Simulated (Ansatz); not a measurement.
# Ta2N(OH)2 MXene monolayer in a perpendicular field, part 2 of 2

What dipole does a perpendicular field induce in the Ta2N(OH)2 MXene monolayer? A positive field points along +c.

Ansatz 0.2.0; plane-wave DFT, PBE-D3(BJ), Ansatz PAW.

So far. Step 9 (Response, atoms held): The induced dipole is that of a conductor 11.53 Å thick. Step 10 (Relaxing in the field, field 0.1 V/Å): The dipole is 0.0595 e·Å.

## Step 11: Relaxing in the field, field -0.1 V/Å

The opposite sign, again from the field-free geometry; the difference of the two cancels what relaxes without a field.

The input, input.yaml:

```yaml
crystal:
  lattice:
    - [3.2428470238, 0.0, 0.0]
    - [-1.6214235119, 2.8083879032, 0.0]
    - [0.0, 0.0, 24.6375346504]
  atoms:
    - { symbol: H, position: [0.3333333333, 0.6666666667, 0.3652962899] }
    - { symbol: O, position: [0.3333333333, 0.6666666667, 0.4051900036] }
    - { symbol: Ta, position: [0.6666666667, 0.3333333333, 0.4577035284] }
    - { symbol: "N", position: [0.0, 0.0, 0.5] }
    - { symbol: Ta, position: [0.3333333333, 0.6666666667, 0.5422964716] }
    - { symbol: O, position: [0.6666666667, 0.3333333333, 0.5948099964] }
    - { symbol: H, position: [0.6666666667, 0.3333333333, 0.6347037101] }
kpoints:
  mp_grid: { grid: [12, 12, 1] }
hamiltonian:
  xc: pbe
  dispersion: d3bj
scf:
  occupations: { method: fermi_dirac, width: 0.02585 }
  convergence: { dr2_threshold: 1.0e-10 }
efield:
  axis: 3
  dipole_correction: true
  ramp_position: 0.97
  ramp_width: 0.06
  amplitude: -0.1
relax:
  f_tol: 0.001
  max_steps: 60
output:
  write_potential: true
  write_density: true
  volumetric_format: npy
```

Run with:

```sh
$ ansatz run input.yaml --threads 4 --pin off --max-ram 6144MiB --backend cpu --events-out ev --progress --plain --runs-dir out
```

Wall time 20 s (4 threads of Intel Xeon Platinum 8259CL at 2.50GHz (Skylake/Cascade Lake), shared host); peak memory 0.59 GiB; 76 s of CPU time.

Hardly anything moved in the relaxation; the energy changed by under 0.2 meV an atom.

Numbers from this step:

* dipole along the normal: -0.05954 e·Å

The relaxation took 7 steps and lowered the energy by 1.1e-4 eV; the largest force on the free atoms ends at 2.7e-4 eV/Å.

The dipole is -0.0595 e·Å.

## Step 12: Response, atoms relaxed

This step: plane-wave DFT, PBE-D3(BJ), Ansatz PAW; response to a field along the normal, atoms relaxed (Ansatz 0.2.0).

The same analysis on the two relaxed runs holds the ionic part too; their mesh is coarser, so small differences from the held value can come from that.

Numbers from this step:

| Property | Result |
| --- | --- |
| equivalent conductor thickness p/(ε₀AE) | 11.83 Å |
| distance between the outer atoms | 6.639 Å |

Dipole of the cell against applied field:

| applied field (V/Å) | dipole of the cell (e·Å) |
| --- | --- |
| -0.1000 | -0.0595 |
| 0.1000 | 0.0595 |

The local field over applied field oscillates, so the rows of the table below give means over windows of 1 Å about each position, cut where the curve ends. Its maxima inside the range that stand out by 2 % of the span (Å: value): 10.7: 0.146, 12.3: 0.134, 14.0: 0.146. Its minima: 9.3: -0.300, 11.5: -0.156, 13.1: -0.156, 15.3: -0.300.

Local field over the applied field, running mean. From the potentials at -0.1 and 0.1 V/Å; running mean over 2.5 Å. The local field over applied field by z; means over each step:

| z (Å) | local field over applied field |
| --- | --- |
| 5 | 0.926 |
| 6 | 0.777 |
| 7 | 0.468 |
| 8 | 0.0826 |
| 9 | -0.223 |
| 10 | -0.109 |
| 11 | 0.00508 |
| 12 | 0.0273 |
| 13 | -0.0615 |
| 14 | 0.0686 |
| 15 | -0.233 |
| 16 | -0.123 |
| 17 | 0.212 |
| 18 | 0.599 |
| 19 | 0.847 |
| 20 | 0.952 |

Electrons, planar mean, per unit field. Table of induced electron density by z:

z (Å), induced electron density (e/Å³ per V/Å) and a bar from the least value:
```
      4.5     0.0002 ################
      5.0     0.0003 ################
      5.5     0.0006 ################
      6.0     0.0010 ################
      6.5     0.0017 ################
      7.0     0.0024 #################
      7.5     0.0029 #################
      8.0     0.0030 #################
      8.5     0.0021 #################
      9.0    -0.0015 ###############
      9.5    -0.0054 #############
     10.0     0.0011 ################
     10.5     0.0222 ###########################
     11.0     0.0135 ######################
     11.5    -0.0173 #######
     12.0    -0.0308 
     12.5     0.0183 #########################
     13.0     0.0287 ##############################
     13.5    -0.0050 #############
     14.0    -0.0256 ###
     14.5    -0.0074 ############
     15.0     0.0056 ##################
     15.5     0.0026 #################
     16.0    -0.0014 ###############
     16.5    -0.0029 ##############
     17.0    -0.0030 ##############
     17.5    -0.0026 ##############
     18.0    -0.0019 ###############
     18.5    -0.0012 ###############
     19.0    -0.0007 ###############
     19.5    -0.0004 ###############
     20.0    -0.0002 ###############
     20.5    -0.0001 ###############
```

The induced dipole is that of a conductor 11.83 Å thick.

## Step 13: A changed input

This step: plane-wave DFT, PBE-D3(BJ), Ansatz PAW (Ansatz 0.2.0).

An input spoilt on purpose, to show how the run answers: it repeats the earlier run at 0.05 V/Å with ecutwfc to 60, and scf.max_iter set to 100.

input.yaml: that of step 11 with these lines changed.

```diff
@@ -14,3 +14,6 @@
 kpoints:
-  mp_grid: { grid: [12, 12, 1] }
+  mp_grid: { grid: [18, 18, 1] }
+  band_path:
+    path: [[0, 0, 0], [0.5, 0, 0], [0.33333333, 0.33333333, 0], [0, 0, 0]]
+    npoints: 16
 hamiltonian:
@@ -21,2 +24,3 @@
   convergence: { dr2_threshold: 1.0e-10 }
+  max_iter: 100
 efield:
@@ -26,6 +30,3 @@
   ramp_width: 0.06
-  amplitude: -0.1
-relax:
-  f_tol: 0.001
-  max_steps: 60
+  amplitude: 0.05
 output:
@@ -34 +35,2 @@
   volumetric_format: npy
+ecutwfc: 60
```

Elapsed: 0.03 s, on 4 threads; peak memory 0.028 GiB.

The input was rejected at the start.

The program's message: “Error: YAML parse error: error: line 36 column 1: unknown field `ecutwfc`, expected one of crystal, accuracy, basis, kpoints, hamiltonian, magnetization, projection, total_charge, correlation, batch, …”

The fault put into the input: a keyword that the input doesn't take in that place.

## Step 14: What came out

```json
{
 "gap without field": "none",
 "work function, upper face": "2.78 eV",
 "equivalent conductor thickness, atoms held": "11.5 Å",
 "equivalent conductor thickness, atoms relaxed": "11.8 Å"
}
```

In words: The induced dipole equals that of a perfect conductor 11.53 Å thick, while the outer atoms lie 6.64 Å apart. Letting the atoms follow the field adds 0.30 Å to the equivalent conductor thickness: the ionic part of the response. There is no gap over 0.03 eV, with or without the field. The first relaxation ran with spin and lost its moment, and the later runs have none; other magnetic states were not tried. Spin-orbit coupling is left out, which matters for the bands of elements this heavy. The MXene's terminations sit over the metal atoms of its far layer; the site over carbon or nitrogen, which some compounds prefer, was not run.

[Logs are printed without paths, hosts, clocks, repeated set-up lines and the standing remarks that a program may print on its own settings, such as how far it seeks lower states.]

[Hosts, paths, dates, database ids (printed as entryN), source tags and the programs' standing remarks are cut or masked in the printed files.]

[Maps of the electrostatic potential energy from Ansatz leave out the sawtooth potential of an applied field or a dipole correction, so their vacuum need not be flat; planar profiles and work functions include it.]
